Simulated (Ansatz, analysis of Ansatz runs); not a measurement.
## A hop of H in MgH2 (Pbcn), charge +1

Wanted: path and barrier of a jump of H in MgH2 (Pbcn) at charge +1. The case: V_H hop (2.6 Å), in a cell of 192 host atoms with 1 H taken out.

Main program and level: Ansatz 0.2.0; plane-wave PAW DFT, PBEsol; nudged elastic band between two relaxed defect structures at fixed charge in a uniform background.

Most raw output is cut from this account.

### Step 1. Set-up

The cell holds 191 atoms: 64 Mg and 127 H. Cell: a = 14.567 Å, b = 13.265 Å, c = 14.018 Å, α = 64.5°, β = 55.3°, γ = 60.3°. It derives from MgH2 (space group Pbcn). Nearest the centre at fractional (0.590, 0.285, 0.464): H118 at 1.32 Å, Mg97 at 1.49 Å, H111 at 2.23 Å, H34 at 2.23 Å, Mg30 at 2.47 Å, Mg101 at 2.47 Å, Mg104 at 2.54 Å, H115 at 2.54 Å. The cell carries charge +1.

The cell's shortest repeat is 13.3 Å.

### Step 2. Relaxation of the start point, charge +1

The ends come first: from an unrelaxed start the top is counted from too high an energy, and the barrier comes out too low. Small random displacements break the symmetry of the ideal sites, so that the defect can distort if it gains by it. The charge of +1 is set by the electron count, and a uniform background keeps the cell neutral.

qp1_c192k1s.start/input.yaml

```yaml
crystal:
  lattice:
    - [0.0, 10.78733868, 9.78929187]
    - [8.95206104, 0.0, 9.78929187]
    - [8.95206104, 10.78733868, 0.0]
  atoms:
    - { symbol: Mg, position: [0.02011704, 0.35488296, 0.39511704] }
    - { symbol: Mg, position: [0.27011704, 0.10488296, 0.14511704] }
[... 1 atom line left out ...]
    - { symbol: Mg, position: [0.47988296, 0.14511704, 0.35488296] }
[... 7 atom lines left out ...]
    - { symbol: H, position: [0.48874419, 0.30070569, 0.31429225] }
[... 9 atom lines left out ...]
    - { symbol: H, position: [0.26125581, 0.44929431, 0.43570775] }
[... 4 atom lines left out ...]
    - { symbol: Mg, position: [0.22988296, 0.39511704, 0.60488296] }
    - { symbol: Mg, position: [0.47988296, 0.14511704, 0.85488296] }
[... 1 atom line left out ...]
    - { symbol: Mg, position: [0.47988296, 0.14511704, 0.60488296] }
[... 3 atom lines left out ...]
    - { symbol: H, position: [0.39625787, 0.31429225, 0.55070569] }
[... 1 atom line left out ...]
    - { symbol: H, position: [0.48874419, 0.30070569, 0.81429225] }
[... 3 atom lines left out ...]
    - { symbol: H, position: [0.42570569, 0.11374419, 0.52125787] }
[... 1 atom line left out ...]
    - { symbol: H, position: [0.32429431, 0.13625581, 0.72874213] }
[... 5 atom lines left out ...]
    - { symbol: H, position: [0.35374213, 0.43570775, 0.69929431] }
[... 3 atom lines left out ...]
    - { symbol: Mg, position: [0.47988296, 0.64511704, 0.35488296] }
[... 9 atom lines left out ...]
    - { symbol: H, position: [0.43929225, 0.52125787, 0.36374419] }
[... 11 atom lines left out ...]
    - { symbol: Mg, position: [0.27011704, 0.60488296, 0.64511704] }
[... 8 atom lines left out ...]
    - { symbol: H, position: [0.23874419, 0.55070569, 0.56429225] }
[... 4 atom lines left out ...]
    - { symbol: H, position: [0.42570569, 0.61374419, 0.52125787] }
[... 8 atom lines left out ...]
    - { symbol: Mg, position: [0.52011704, 0.35488296, 0.39511704] }
    - { symbol: Mg, position: [0.77011704, 0.10488296, 0.14511704] }
    - { symbol: Mg, position: [0.72988296, 0.39511704, 0.10488296] }
    - { symbol: Mg, position: [0.97988296, 0.14511704, 0.35488296] }
    - { symbol: Mg, position: [0.72988296, 0.39511704, 0.35488296] }
[... 2 atom lines left out ...]
    - { symbol: Mg, position: [0.77011704, 0.10488296, 0.39511704] }
    - { symbol: H, position: [0.64625787, 0.06429225, 0.30070569] }
[... 3 atom lines left out ...]
    - { symbol: H, position: [0.68929225, 0.27125787, 0.11374419] }
    - { symbol: H, position: [0.93929225, 0.02125787, 0.36374419] }
    - { symbol: H, position: [0.67570569, 0.36374419, 0.27125787] }
[... 1 atom line left out ...]
    - { symbol: H, position: [0.82429431, 0.13625581, 0.22874213] }
    - { symbol: H, position: [0.56070775, 0.47874213, 0.13625581] }
    - { symbol: H, position: [0.81070775, 0.22874213, 0.38625581] }
[... 1 atom line left out ...]
    - { symbol: H, position: [0.76125581, 0.44929431, 0.43570775] }
    - { symbol: H, position: [0.60374213, 0.18570775, 0.44929431] }
    - { symbol: H, position: [0.85374213, 0.43570775, 0.19929431] }
[... 1 atom line left out ...]
    - { symbol: Mg, position: [0.77011704, 0.10488296, 0.64511704] }
    - { symbol: Mg, position: [0.72988296, 0.39511704, 0.60488296] }
[... 3 atom lines left out ...]
    - { symbol: Mg, position: [0.52011704, 0.35488296, 0.64511704] }
[... 1 atom line left out ...]
    - { symbol: H, position: [0.64625787, 0.06429225, 0.80070569] }
[... 1 atom line left out ...]
    - { symbol: H, position: [0.73874419, 0.05070569, 0.56429225] }
[... 1 atom line left out ...]
    - { symbol: H, position: [0.68929225, 0.27125787, 0.61374419] }
[... 2 atom lines left out ...]
    - { symbol: H, position: [0.92570569, 0.11374419, 0.52125787] }
[... 2 atom lines left out ...]
    - { symbol: H, position: [0.56070775, 0.47874213, 0.63625581] }
[... 1 atom line left out ...]
    - { symbol: H, position: [0.51125581, 0.19929431, 0.68570775] }
[... 11 atom lines left out ...]
    - { symbol: H, position: [0.64625787, 0.56429225, 0.30070569] }
[... 12 atom lines left out ...]
    - { symbol: H, position: [0.76125581, 0.94929431, 0.43570775] }
[... 4 atom lines left out ...]
    - { symbol: Mg, position: [0.72988296, 0.89511704, 0.60488296] }
[... 15 atom lines left out ...]
    - { symbol: H, position: [0.56070775, 0.97874213, 0.63625581] }
[... 4 atom lines left out ...]
    - { symbol: H, position: [0.85374213, 0.93570775, 0.69929431] }
total_charge: 1
basis:
  ecutwfc: 420
  xc_grid: 2
hamiltonian:
  xc: pbesol
kpoints:
  mp_grid: { grid: [1, 1, 1], shift: [0.25, 0.25, 0.25] }
scf:
  occupations: { method: fixed }
  max_iter: 120
output:
  forces: true
relax:
  f_tol: 0.02
  max_steps: 70
  random_displacement: { amplitude: 0.03, seed: 9898 }
```

Command:

```sh
$ ansatz run input.yaml --threads 32 --pin off --max-ram 84787MiB --backend cuda --events-out ev --progress --plain --runs-dir out --max-vram 78GiB
```

Run time: 3.5 s. Hardware: 1 × NVIDIA GB200 with 32 threads of Arm Neoverse V2, shared host; peak memory 1.4 GiB.

Step by step:

| step | energy less that of the first step (eV) | largest force component (eV/Å) |
| --- | --- | --- |
| 1 | 0.0000 | 1.1224 |
| 2 | -1.0643 | 0.2561 |
| 3 | -1.3012 | 0.0470 |
| 4 | -1.3118 | 0.0079 |

The atoms that moved most (Å, from the sites as typed, ahead of the random displacement, the mean shift of all atoms taken out):

| atom | dx | dy | dz | length |
| --- | --- | --- | --- | --- |
| Mg126 | 0.237 | 0.202 | -0.117 | 0.333 |
| Mg101 | -0.186 | 0.065 | 0.234 | 0.305 |
| Mg97 | -0.113 | -0.208 | -0.075 | 0.248 |
| H36 | 0.072 | 0.132 | -0.101 | 0.182 |
| H119 | -0.112 | -0.066 | 0.119 | 0.176 |
| H118 | 0.110 | 0.016 | 0.107 | 0.154 |
| H12 | -0.078 | -0.074 | -0.084 | 0.137 |
| H111 | 0.111 | 0.051 | -0.012 | 0.122 |

Neighbours of H118 at the end:

| atom | distance (Å) |
| --- | --- |
| Mg104 | 1.920 |
| Mg30 | 1.954 |
| Mg97 | 2.002 |
| H34 | 2.421 |
| H111 | 2.580 |
| H130 | 2.675 |
| H40 | 2.760 |
| H115 | 2.808 |
| H140 | 2.813 |
| H12 | 2.818 |

Read from the output:

| Property | Result |
| --- | --- |
| free energy | -124397.2863 eV |
| r.m.s. move of the farther half of the atoms | 0.01711 Å |
| largest move from the ideal geometry of this structure, a common shift of the far atoms taken out | 0.3343 Å |

The relaxation gained 1.312 eV and ended with a largest force component of 0.0079 eV/Å.

### Step 3. Relaxation of the end point, charge +1

The end point is relaxed in the same cell and settings, so that the two energies compare. Atoms more than 3.2 Å from the middle of the hop start where the first relaxation left them, the nearer ones on or close to their ideal places, with small random displacements.

qp1_c192k1s.end/input.yaml

```yaml
crystal:
  lattice:
    - [0.0, 10.78733868, 9.78929187]
    - [8.95206104, 0.0, 9.78929187]
    - [8.95206104, 10.78733868, 0.0]
  atoms:
    - { symbol: Mg, position: [0.01972122, 0.35565514, 0.39436466] }
    - { symbol: Mg, position: [0.26990653, 0.10323876, 0.14657759] }
[... 27 atom lines left out ...]
    - { symbol: Mg, position: [0.47988296, 0.14511704, 0.60488296] }
[... 3 atom lines left out ...]
    - { symbol: H, position: [0.39625787, 0.31429225, 0.55070569] }
[... 62 atom lines left out ...]
    - { symbol: Mg, position: [0.52011704, 0.35488296, 0.39511704] }
[... 3 atom lines left out ...]
    - { symbol: Mg, position: [0.72988296, 0.39511704, 0.35488296] }
[... 2 atom lines left out ...]
    - { symbol: Mg, position: [0.77011704, 0.10488296, 0.39511704] }
[... 6 atom lines left out ...]
    - { symbol: H, position: [0.67570569, 0.36374419, 0.27125787] }
[... 3 atom lines left out ...]
    - { symbol: H, position: [0.81070775, 0.22874213, 0.38625581] }
[... 2 atom lines left out ...]
    - { symbol: H, position: [0.575263, 0.384643, 0.479203] }
[... 7 atom lines left out ...]
    - { symbol: Mg, position: [0.52011704, 0.35488296, 0.64511704] }
[... 3 atom lines left out ...]
    - { symbol: H, position: [0.73874419, 0.05070569, 0.56429225] }
[... 1 atom line left out ...]
    - { symbol: H, position: [0.68929225, 0.27125787, 0.61374419] }
[... 7 atom lines left out ...]
    - { symbol: H, position: [0.51125581, 0.19929431, 0.68570775] }
[... 50 atom lines left out ...]
    - { symbol: H, position: [0.85276336, 0.93644856, 0.69923802] }
total_charge: 1
basis:
  ecutwfc: 420
  xc_grid: 2
hamiltonian:
  xc: pbesol
kpoints:
  mp_grid: { grid: [1, 1, 1], shift: [0.25, 0.25, 0.25] }
scf:
  occupations: { method: fixed }
  max_iter: 120
output:
  forces: true
relax:
  f_tol: 0.02
  max_steps: 70
  random_displacement: { amplitude: 0.01, seed: 9898 }
```

Elapsed: 3 s, on 1 × NVIDIA GB200 with 32 threads; peak memory 1.5 GiB.

Step by step:

| step | energy less that of the first step (eV) | largest force component (eV/Å) |
| --- | --- | --- |
| 1 | 0.0000 | 1.2042 |
| 2 | -0.7794 | 0.2193 |
| 3 | -0.9512 | 0.0677 |
| 4 | -0.9636 | 0.0060 |

The atoms that moved most (Å, from the sites as typed, ahead of the random displacement):

| atom | dx | dy | dz | length |
| --- | --- | --- | --- | --- |
| Mg104 | -0.240 | 0.203 | 0.115 | 0.335 |
| Mg30 | 0.186 | 0.063 | -0.234 | 0.305 |
| Mg97 | 0.111 | -0.210 | 0.078 | 0.250 |
| H119 | 0.097 | 0.056 | -0.161 | 0.196 |
| H42 | 0.095 | -0.054 | -0.162 | 0.195 |
| H110 | -0.084 | 0.141 | 0.100 | 0.192 |
| H36 | -0.084 | -0.141 | 0.099 | 0.192 |
| H118 | -0.106 | 0.003 | -0.106 | 0.150 |

Neighbours of H118 at the end:

| atom | distance (Å) |
| --- | --- |
| Mg126 | 1.920 |
| Mg101 | 1.954 |
| Mg97 | 2.001 |
| H111 | 2.422 |
| H34 | 2.575 |
| H132 | 2.670 |
| H152 | 2.764 |
| H140 | 2.804 |
| H115 | 2.810 |
| H62 | 2.822 |

Read from the output:

```yaml
free_energy: -124397.2867 eV
r_m_s_move_of_the_farther_half_of_the_atoms: 0.01753 Å
largest_move_from_the_ideal_geometry_of_this_structure_a_common_shift_of_the_far_atoms_taken_out: 0.3362 Å
```

The relaxation gained 0.964 eV and ended with a largest force component of 0.0060 eV/Å. The end lies within 1 meV of the start.

(Part 1 of 2 ends here.)

[Logs are printed without paths, hosts, clocks, repeated set-up lines and the standing remarks that a program may print on its own settings, such as how far it seeks lower states.]

[Hosts, paths, dates, database ids (printed as entryN), source tags and the programs' standing remarks are cut or masked in the printed files.]
